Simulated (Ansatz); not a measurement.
# Si3N4 (P6_3/m): G0W0 under other settings

A base run on Si3N4 (P6_3/m), then changed inputs.

Main program and level: Ansatz 0.2.0; G0W0 on PBE, plane waves, PAW; PAW set soft_1.

**1. The starting structure**

It takes space group P6_3/m (No. 176, hexagonal). The conventional cell has a = 7.604 Å, b = 7.604 Å, c = 2.906 Å, α = 90.00°, β = 90.00°, γ = 120.00°. Si has 4 N at 1.73 to 1.74 Å nearest. Nearest to N lie 3 Si at 1.74 Å. N has 3 Si at 1.73 Å nearest. Farther neighbours and most contacts between anions are not listed.

As a file:

```xyz
14
Lattice="7.6044 0.0000 0.0000 -3.8022 6.5856 0.0000 0.0000 0.0000 2.9063" Properties=species:S:1:pos:R:3 pbc="T T T"
Si    5.1801    1.1496    0.7266
Si    1.5945    5.0609    2.1797
Si    4.0188    3.9113    0.7266
Si   -1.3779    5.4360    2.1797
Si    2.2077    1.5247    0.7266
Si   -0.2166    2.6743    2.1797
N    -1.0237    2.1748    0.7266
N     5.2091    0.2009    2.1797
N     2.4306    4.6116    0.7266
N     4.8259    4.4108    2.1797
N    -1.4069    6.3847    0.7266
N     1.3716    1.9740    2.1797
N     3.8022    2.1952    0.7266
N     0.0000    4.3904    2.1797
```

The cell and positions come from the Crystallography Open Database and are kept as given unless a step says otherwise.

**2. The base run: 3×3×4 mesh, 370 empty bands, screening to 108 eV, PAW set soft_1 files**

G0W0 replaces the xc potential by the self-energy, built once from these orbitals. Only a window of levels is corrected, while the sums run over the empty bands that the input names. This step takes PAW set soft_1 files.

Input file input.yaml:

```yaml
crystal:
  lattice:
    - [7.6044, 0.0, 0.0]
    - [-3.8022, 6.5856035805, 0.0]
    - [0.0, 0.0, 2.9063]
  atoms:
    - { symbol: Si, position: [0.768477, 0.174557, 0.25] }
    - { symbol: Si, position: [0.59392, 0.768477, 0.75] }
    - { symbol: Si, position: [0.825443, 0.59392, 0.25] }
    - { symbol: Si, position: [0.231523, 0.825443, 0.75] }
    - { symbol: Si, position: [0.40608, 0.231523, 0.25] }
    - { symbol: Si, position: [0.174557, 0.40608, 0.75] }
    - { symbol: "N", position: [0.0305, 0.33024, 0.25] }
    - { symbol: "N", position: [0.70026, 0.0305, 0.75] }
    - { symbol: "N", position: [0.66976, 0.70026, 0.25] }
    - { symbol: "N", position: [0.9695, 0.66976, 0.75] }
    - { symbol: "N", position: [0.29974, 0.9695, 0.25] }
    - { symbol: "N", position: [0.33024, 0.29974, 0.75] }
    - { symbol: "N", position: [0.6666666667, 0.3333333333, 0.25] }
    - { symbol: "N", position: [0.3333333333, 0.6666666667, 0.75] }
kpoints:
  mp_grid: { grid: [3, 3, 4] }
hamiltonian:
  xc: pbe
  pseudopotentials: { kind: paw, azcp: { folder: soft_1 } }
scf:
  occupations: { method: fixed }
gw:
  n_empty_bands: 370
  ecut_chi: 108
  qp_bands: [v4, c4]
  qp_kpoints: band_edges
  screening: { model: contour_deformation }
```

Command:

```
$ ansatz run input.yaml --threads 2 --pin off --max-ram 73728MiB --backend cuda --events-out ev --progress --plain --runs-dir out --devices 1 --max-vram 13GiB
```

Numbers of over 12 decimals in the logs are rounded to 6 here.

Output:

```text
GPUs: using 1 of 1 available (devices: 1).
Engine: ansatz 0.2.0, x86_64-unknown-linux-gnu
Pseudopotentials: kind: paw
Pseudopotential: Si, paw, valence charge 4, recommended cutoff 420 eV (normal), soft_1/Si.paw.azcp
Pseudopotential: N, paw, valence charge 5, recommended cutoff 420 eV (normal), soft_1/N.paw.azcp
Functional definition: PBE
  parameter kappa = 0.804
  parameter beta = 0.066725
  exchange = pbe_x(kappa = kappa, mu = beta*pi^2/3)
  correlation = pbe_c(beta = beta)
device memory: the entry about to start is reckoned to put 1.7 GiB on a device that reports 45.1 GiB free (of which the cap on the GPU budget leaves the run 13.0 GiB)
GPU FFT provider: cuFFT
GPU libraries: cuBLAS 13.8.2, cuFFT 12.4.0, cuSOLVER 12.3.4
Crystal: 14 atoms, lattice volume = 145.546 Å³
Basis set: ecut = 420 eV, 2823 PW (Γ)
Bands: 46, of which v1, the nominal top of the filled ones, is band 32 counted from 1 (31 counted from 0)
Symmetry: 12 space group operations
Space group: P63/m (ITA 176), of the structure as read, at distance tolerance 5.3e-5 Å
k-points: 9 of 36
Non-local potential: Si, projectors of the file, l = 0: 2, l = 1: 2, l = 2: 1
Non-local potential: N, projectors of the file, l = 0: 2, l = 1: 2, l = 2: 1
PAW form: soft (Blöchl's): semilocal exchange-correlation on the pseudo side does not see the compensation charge
PAW one-centre angular grid: Si, 110 points (default); XC on 64 Gauss nodes
PAW one-centre angular grid: N, 110 points (default); XC on 64 Gauss nodes
Initial density: superposition of atomic densities (chi_scale 0.1, normalization cell, long waves kept (reshape's long-wave potential 0.02 eV rms))
Initial wavefunctions: pseudopotential atomic-orbital guess
GPU buffer pool allocated for 58320 grid points (all kernels)
GPU transforms: local potential and band sums: pruned to the plane-wave sphere, on 54×54×20
Functional: x = pbe(κ = 0.804, μ = 0.219515), c = pbe(β = 0.066725)
SCF iter   1: F=—  HF=-6913.295268 eV  |F-HF|=—  |Δ(HF+E_count)|=         —  Δρ=1.57e-1  dr2=3.74e1  ethr=3.10e-3  ⟨swp⟩=5.0  Hψ=1621  notcnv=0  defer=98
preconditioner: auto → Resta (q_TF=auto, 2.379 Å⁻¹)  ε∞=3.5  [insulator: Δε(μ)=6.053 eV  Ē_g=15.568 eV  n_scr=32 (ndim 8)  ℏωp=24.6 eV  f_vac=0.009  ε∞_Penn≈3.5]
SCF iter   2: F=—  HF=-6901.987923 eV  |F-HF|=—  |Δ(HF+E_count)|=    1.13e1  Δρ=4.97e-2  dr2=2.09e0  ethr=3.10e-3  ⟨swp⟩=3.6  Hψ=1110  notcnv=0  defer=94
SCF iter   3: F=—  HF=-6901.729278 eV  |F-HF|=—  |Δ(HF+E_count)|=   2.59e-1  Δρ=2.50e-2  dr2=5.07e-1  ethr=3.10e-3  ⟨swp⟩=1.0  Hψ=457  notcnv=0  defer=84
SCF iter   4: F=—  HF=-6901.713723 eV  |F-HF|=—  |Δ(HF+E_count)|=   1.56e-2  Δρ=2.19e-3  dr2=8.48e-3  ethr=7.92e-4  ⟨swp⟩=2.1  Hψ=396  notcnv=0  defer=104
[...]
E_xc         = -828.776731
  E_vxc        = -908.733567  (∫ρ·V_xc dr)
  E_paw        = -4099.010523  (= ΣΔE_a)
  E_vpaw       = -177.496320  (= ΣTr[D̂ρ^β])
  E_aug_tail   = 0.007446  (compensation charges beyond the density's cutoff)
  E_ewald      = -2404.952369
  E_smearing   = -0.000000  (= −TS)
  E_closure    = 0.000000  (closes the sum)
  Σ components = -6901.721101   (vs F -6901.721101, Δ=0.00e0)
--- Band table (eV; the first three rows and the last of 9) ---
  k-point 0: bands = [... 28 lower, 7.0100, 7.8383, 7.8965, 8.1033, 12.6213, 13.0378, 13.1921, 13.1921, ... 10 higher]
  k-point 1: bands = [... 28 lower, 6.7188, 6.9718, 6.9718, 8.2269, 13.9994, 13.9994, 14.8659, 15.0404, ... 10 higher]
  k-point 2: bands = [... 28 lower, 6.6665, 6.6665, 6.9516, 6.9516, 13.0170, 13.0170, 13.0170, 13.0170, ... 10 higher]
  k-point 8: bands = [... 28 lower, 6.8897, 6.8897, 7.1799, 7.1799, 13.3302, 13.3302, 14.1461, 14.1461, ... 10 higher]
--- G₀W₀: contour deformation, 6 samples at zero and on the imaginary axis and 1 off it, 36 q-points, 370 empty bands' worth ---
  eigenvalues of the whole cell's RPA ε∞ on this k-mesh (on a slab, of 1 + 4πα/V) = 4.0040, 4.0040, 4.2708; static W/v taken at q = 0 is 0.240102
  bands read: the sum over 402 bands ends inside a degenerate multiplet in 2 slots, whose members it reads at an even weight; the widest, k=2: bands 401 to 404 (counted from 1) at 2/4 each
  gw.qp_kpoints: band_edges: 8 of 9 stored k-points solved, in 1 pass; an edge of the gap read off the rows below is read off those points alone
    valence top: of the k-points left out ik 7 came nearest to being solved in a further pass, in band 32 (counted from 1, as in the quasiparticle table): it holds the edge there only if its correction is more favourable than any solved in that band by at least 0.789 eV; those differ by 0.199 eV
    conduction bottom: of the k-points left out ik 7 came nearest to being solved in a further pass, in band 33 (counted from 1, as in the quasiparticle table): it holds the edge there only if its correction is more favourable than any solved in that band by at least 0.863 eV; those differ by 0.179 eV
    ik  band        ε_KS         Σx   Σc(E_QP)       V_xc       Z   E_QP_lin       E_QP  E_QP is
     0    29      7.0100   -21.5623     3.3200   -17.4010  0.7952     6.1629     6.1687  root
     0    30      7.8383   -21.6516     3.4435   -17.4036  0.7910     7.0282     7.0337  root
     0    31      7.8965   -21.7688     3.3092   -17.6903  0.7921     7.1224     7.1272  root
     0    32      8.1033   -21.8963     3.4401   -17.6882  0.7916     7.3305     7.3353  root
     0    33     12.6213    -7.1588    -4.4395   -12.4840  0.8338    13.5122    13.5070  root
     0    34     13.0378    -8.5278    -4.1163   -13.4080  0.8303    13.8054    13.8017  root
     0    35     13.1921    -8.1400    -4.4608   -13.5837  0.8269    14.1817    14.1750  root
     0    36     13.1921    -8.1400    -4.4608   -13.5837  0.8269    14.1817    14.1750  root
[...]
8    33     13.3302    -7.9342    -4.4176   -13.2611  0.8289    14.2451    14.2395  root
     8    34     13.3302    -7.9342    -4.4176   -13.2611  0.8289    14.2451    14.2395  root
     8    35     14.1461    -6.9042    -4.3995   -12.1180  0.8303    14.9649    14.9603  root
     8    36     14.1461    -6.9042    -4.3995   -12.1180  0.8303    14.9649    14.9603  root
[key lines of the parts left out:]
SCF converged after 9 iterations
Free energy (F): -6901.721101 eV
Fermi energy:    8.226900 eV
```

Elapsed: 25 s, on 1 × NVIDIA H100 80GB HBM3 (shared by 6 runs) with 2 threads of AMD EPYC 7R13 (Zen 3), shared host; peak memory 1.4 GiB; 35 s of CPU time.

Numbers from this step:

* bands summed: 402
* RPA ε∞ on this mesh (eigenvalues): 4.004, 4.004, 4.271
* plane waves in the screening matrix: 377
* q-points in the mesh: 36
* G0W0 gap on the mesh: 6.010 eV
* k of the valence top: 0, 0, 0.25
* k of the conduction bottom: 0, 0, 0
* starting gap on the mesh: 4.394 eV
* Z at the valence top: 0.7936
* Z at the conduction bottom: 0.8338
* least direct G0W0 gap on the computed points: 6.172 eV

The gap on the mesh goes from 4.39 eV to 6.01 eV, a correction of +1.62 eV. Between the two edge states, bare exchange in place of the xc potential would open the gap by 9.35 eV, and correlation takes back 7.73 eV.

**3. Variant: starting point**

This step: G0W0 on LDA, plane waves, PAW; PAW set soft_1.

input.yaml: that of step 2 with these lines changed.

```diff
@@ -23,4 +23,4 @@
 hamiltonian:
-  xc: pbe
-  pseudopotentials: { kind: paw, azcp: { folder: soft_1 } }
+  xc: lda
+  pseudopotentials: { kind: paw, azcp: { folder: soft_1 }, xc_functional: pbe }
 scf:
@@ -28,4 +28,4 @@
 gw:
-  n_empty_bands: 370
-  ecut_chi: 108
+  n_empty_bands: 330
+  ecut_chi: 100
   qp_bands: [v4, c4]
```

Output:

```text
GPUs: using 1 of 1 available (devices: 1).
[...]
GPU FFT provider: cuFFT
GPU libraries: cuBLAS 13.8.2, cuFFT 12.4.0, cuSOLVER 12.3.4
Crystal: 14 atoms, lattice volume = 145.546 Å³
Basis set: ecut = 420 eV, 2823 PW (Γ)
Bands: 46, of which v1, the nominal top of the filled ones, is band 32 counted from 1 (31 counted from 0)
Symmetry: 12 space group operations
[...]
k-points: 9 of 36
[...]
GPU buffer pool allocated for 58320 grid points (all kernels)
[...]
SCF iter   1: F=—  HF=-6672.184962 eV  |F-HF|=—  |Δ(HF+E_count)|=         —  Δρ=1.53e-1  dr2=3.52e1  ethr=3.10e-3  ⟨swp⟩=5.0  Hψ=1636  notcnv=0  defer=99
[...]
SCF iter   9: F=-6660.645983 eV  HF=-6660.645983 eV  |F-HF|=2.00e-11  |Δ(HF+E_count)|=   1.21e-7  Δρ=1.34e-6  dr2=3.14e-9  ethr=1.56e-10  ⟨swp⟩=15.1  Hψ=2154  notcnv=0
SCF 1 converged in 9 iterations: F = -6660.645983 eV  dr2 = 3.14e-9
[...]
NSCF: frozen V_eff on 9 k-points
[...]
G₀W₀ screening: q 1/9
[... further progress lines ...]
[...]
SCF converged after 9 iterations
Free energy (F): -6660.645983 eV
[...]
Internal energy: -6660.645983 eV  (E = F + TS)
E sigma→0 (E₀):  -6660.645983 eV
Fermi energy:    7.946227 eV
[...]
--- Band table (eV; the first three rows and the last of 9) ---
  k-point 0: bands = [... 28 lower, 6.7074, 7.5491, 7.6204, 7.8203, 12.1670, 12.6144, 12.7718, 12.7718, ... 10 higher]
  k-point 1: bands = [... 28 lower, 6.4082, 6.6703, 6.6703, 7.9462, 13.5526, 13.5526, 14.3076, 14.5812, ... 10 higher]
  k-point 2: bands = [... 28 lower, 6.3660, 6.3660, 6.6418, 6.6418, 12.5630, 12.5630, 12.5630, 12.5630, ... 10 higher]
  k-point 8: bands = [... 28 lower, 6.5859, 6.5859, 6.8854, 6.8854, 12.8934, 12.8934, 13.6698, 13.6698, ... 10 higher]
[...]
0    29      6.7074   -21.5003     3.3209   -17.5730  0.7936     6.0979     6.1009  root
     0    30      7.5491   -21.5734     3.4328   -17.5564  0.7897     6.9621     6.9649  root
     0    31      7.6204   -21.6959     3.3036   -17.8339  0.7906     7.0595     7.0620  root
     0    32      7.8203   -21.8229     3.4336   -17.8356  0.7903     7.2641     7.2666  root
     0    33     12.1670    -7.2054    -4.5053   -12.9420  0.8321    13.4089    13.3983  root
     0    34     12.6144    -7.8296    -4.1000   -12.9065  0.8319    13.5975    13.5911  root
     0    35     12.7718    -8.2044    -4.5220   -14.0185  0.8249    14.0761    14.0639  root
     0    36     12.7718    -8.2044    -4.5220   -14.0185  0.8249    14.0761    14.0639  root
[...]
8    33     12.8934    -7.9648    -4.4739   -13.6672  0.8270    14.1327    14.1220  root
     8    34     12.8934    -7.9648    -4.4739   -13.6672  0.8270    14.1327    14.1220  root
     8    35     13.6698    -6.8645    -4.4411   -12.4636  0.8290    14.8377    14.8278  root
     8    36     13.6698    -6.8645    -4.4411   -12.4636  0.8290    14.8377    14.8278  root
```

Run time: 15 s. Hardware: 1 × NVIDIA H100 80GB HBM3 (shared by 6 runs) with 2 threads; peak memory 1.4 GiB; 17 s of CPU time.

The G0W0 gap on the mesh is 5.970 eV.

Against the base:

```tsv
setting	base	variant
start	PBE	LDA
empty bands	370	330
screening cutoff (eV)	108	100
```

```tsv
quantity	variant	base
starting gap on the mesh	4.221	4.394
G0W0 gap on the mesh	5.970	6.010
least direct G0W0 gap on the computed points	6.132	6.172
Z at the valence top	0.792	0.794
Z at the conduction bottom	0.832	0.834
```

**4. Variant: fewer bands**

This step: G0W0 on PBE, plane waves, PAW; PAW set soft_1.

input.yaml: that of step 3 with these lines changed.

```diff
@@ -23,4 +23,4 @@
 hamiltonian:
-  xc: lda
-  pseudopotentials: { kind: paw, azcp: { folder: soft_1 }, xc_functional: pbe }
+  xc: pbe
+  pseudopotentials: { kind: paw, azcp: { folder: soft_1 } }
 scf:
@@ -28,3 +28,3 @@
 gw:
-  n_empty_bands: 330
+  n_empty_bands: 110
   ecut_chi: 100
```

Output:

```text
GPUs: using 1 of 1 available (devices: 1).
[...]
GPU FFT provider: cuFFT
GPU libraries: cuBLAS 13.8.2, cuFFT 12.4.0, cuSOLVER 12.3.4
Crystal: 14 atoms, lattice volume = 145.546 Å³
Basis set: ecut = 420 eV, 2823 PW (Γ)
Bands: 46, of which v1, the nominal top of the filled ones, is band 32 counted from 1 (31 counted from 0)
Symmetry: 12 space group operations
[...]
k-points: 9 of 36
[...]
GPU buffer pool allocated for 58320 grid points (all kernels)
[...]
SCF iter   1: F=—  HF=-6913.295268 eV  |F-HF|=—  |Δ(HF+E_count)|=         —  Δρ=1.57e-1  dr2=3.74e1  ethr=3.10e-3  ⟨swp⟩=5.0  Hψ=1621  notcnv=0  defer=98
[...]
SCF iter   9: F=-6901.721101 eV  HF=-6901.721101 eV  |F-HF|=2.17e-8  |Δ(HF+E_count)|=   1.59e-6  Δρ=2.76e-6  dr2=1.00e-8  ethr=1.56e-10  ⟨swp⟩=15.8  Hψ=2430  notcnv=0
SCF 1 converged in 9 iterations: F = -6901.721101 eV  dr2 = 1.00e-8
[...]
G₀W₀ screening: q 1/9
[... further progress lines ...]
[...]
SCF converged after 9 iterations
Free energy (F): -6901.721101 eV
[...]
Internal energy: -6901.721101 eV  (E = F + TS)
E sigma→0 (E₀):  -6901.721101 eV
Fermi energy:    8.226900 eV
[...]
--- Band table (eV; the first three rows and the last of 9) ---
  k-point 0: bands = [... 28 lower, 7.0100, 7.8383, 7.8965, 8.1033, 12.6213, 13.0378, 13.1921, 13.1921, ... 10 higher]
  k-point 1: bands = [... 28 lower, 6.7188, 6.9718, 6.9718, 8.2269, 13.9994, 13.9994, 14.8659, 15.0404, ... 10 higher]
  k-point 2: bands = [... 28 lower, 6.6665, 6.6665, 6.9516, 6.9516, 13.0170, 13.0170, 13.0170, 13.0170, ... 10 higher]
  k-point 8: bands = [... 28 lower, 6.8897, 6.8897, 7.1799, 7.1799, 13.3302, 13.3302, 14.1461, 14.1461, ... 10 higher]
[...]
0    29      7.0100   -21.5623     3.7761   -17.4010  0.7984     6.6236     6.6248  root
     0    30      7.8383   -21.6516     3.9242   -17.4036  0.7944     7.5136     7.5144  root
     0    31      7.8965   -21.7688     3.7981   -17.6903  0.7957     7.6155     7.6161  root
     0    32      8.1033   -21.8963     3.9320   -17.6882  0.7951     7.8266     7.8272  root
     0    33     12.6213    -7.1588    -4.0119   -12.4840  0.8370    13.9464    13.9346  root
     0    34     13.0378    -8.5278    -3.7784   -13.4080  0.8323    14.1476    14.1396  root
     0    35     13.1921    -8.1400    -4.0209   -13.5837  0.8301    14.6295    14.6149  root
     0    36     13.1921    -8.1400    -4.0209   -13.5837  0.8301    14.6295    14.6149  root
[...]
8    33     13.3302    -7.9342    -3.9776   -13.2611  0.8320    14.6923    14.6796  root
     8    34     13.3302    -7.9342    -3.9776   -13.2611  0.8320    14.6923    14.6796  root
     8    35     14.1461    -6.9042    -3.9615   -12.1180  0.8335    15.4098    15.3983  root
     8    36     14.1461    -6.9042    -3.9615   -12.1180  0.8335    15.4098    15.3983  root
```

The job ended after 9.9 s (1 × NVIDIA H100 80GB HBM3 (shared by 6 runs) with 2 threads; peak memory 1.2 GiB).

Against the base:

```tsv
setting	base	variant
empty bands	370	110
screening cutoff (eV)	108	100
```

```tsv
quantity	variant	base
starting gap on the mesh	4.394	4.394
G0W0 gap on the mesh	5.938	6.010
least direct G0W0 gap on the computed points	6.107	6.172
Z at the valence top	0.797	0.794
Z at the conduction bottom	0.837	0.834
```

**5. Results**

```yaml
base: 6.01 eV, 25 s
starting_point: 5.97 eV, 15 s
fewer_bands: 5.94 eV, 9.9 s
```

Starting point: the gap moves by −0.04 eV. The variant differs from the base in start, empty bands and screening cutoff together, so the change can't be laid to one of them. Fewer bands: the gap moves by −0.07 eV and the time by a factor of 0.40; such settings are too crude to quote. The variant differs from the base in empty bands and screening cutoff together, so the change can't be laid to one of them. All runs here use a coarse mesh and modest cutoffs; they test settings and are not final values. The 3×3×4 mesh is coarse for this cell (its supercell is 12 Å along the shortest edge). The RPA ε∞ on it, from the PBE start, is 4.00 and 4.27; such meshes misread the long-range screening, most where the gap is narrow.

[Paths, hosts, dates, memory and timing lines, banners, echoed tables and standing remarks are left out of the program output.]

[Logs are printed without paths, hosts, clocks, repeated set-up lines and the standing remarks that a program may print on its own settings, such as how far it seeks lower states.]

[Runs of the session that timed out or met a known fault of the program may be left out.]

[Cells called generated may have been cut or substituted from an entry of the Crystallography Open Database or the Materials Project.]

[Hosts, paths, dates, database ids (printed as entryN), source tags and the programs' standing remarks are cut or masked in the printed files.]
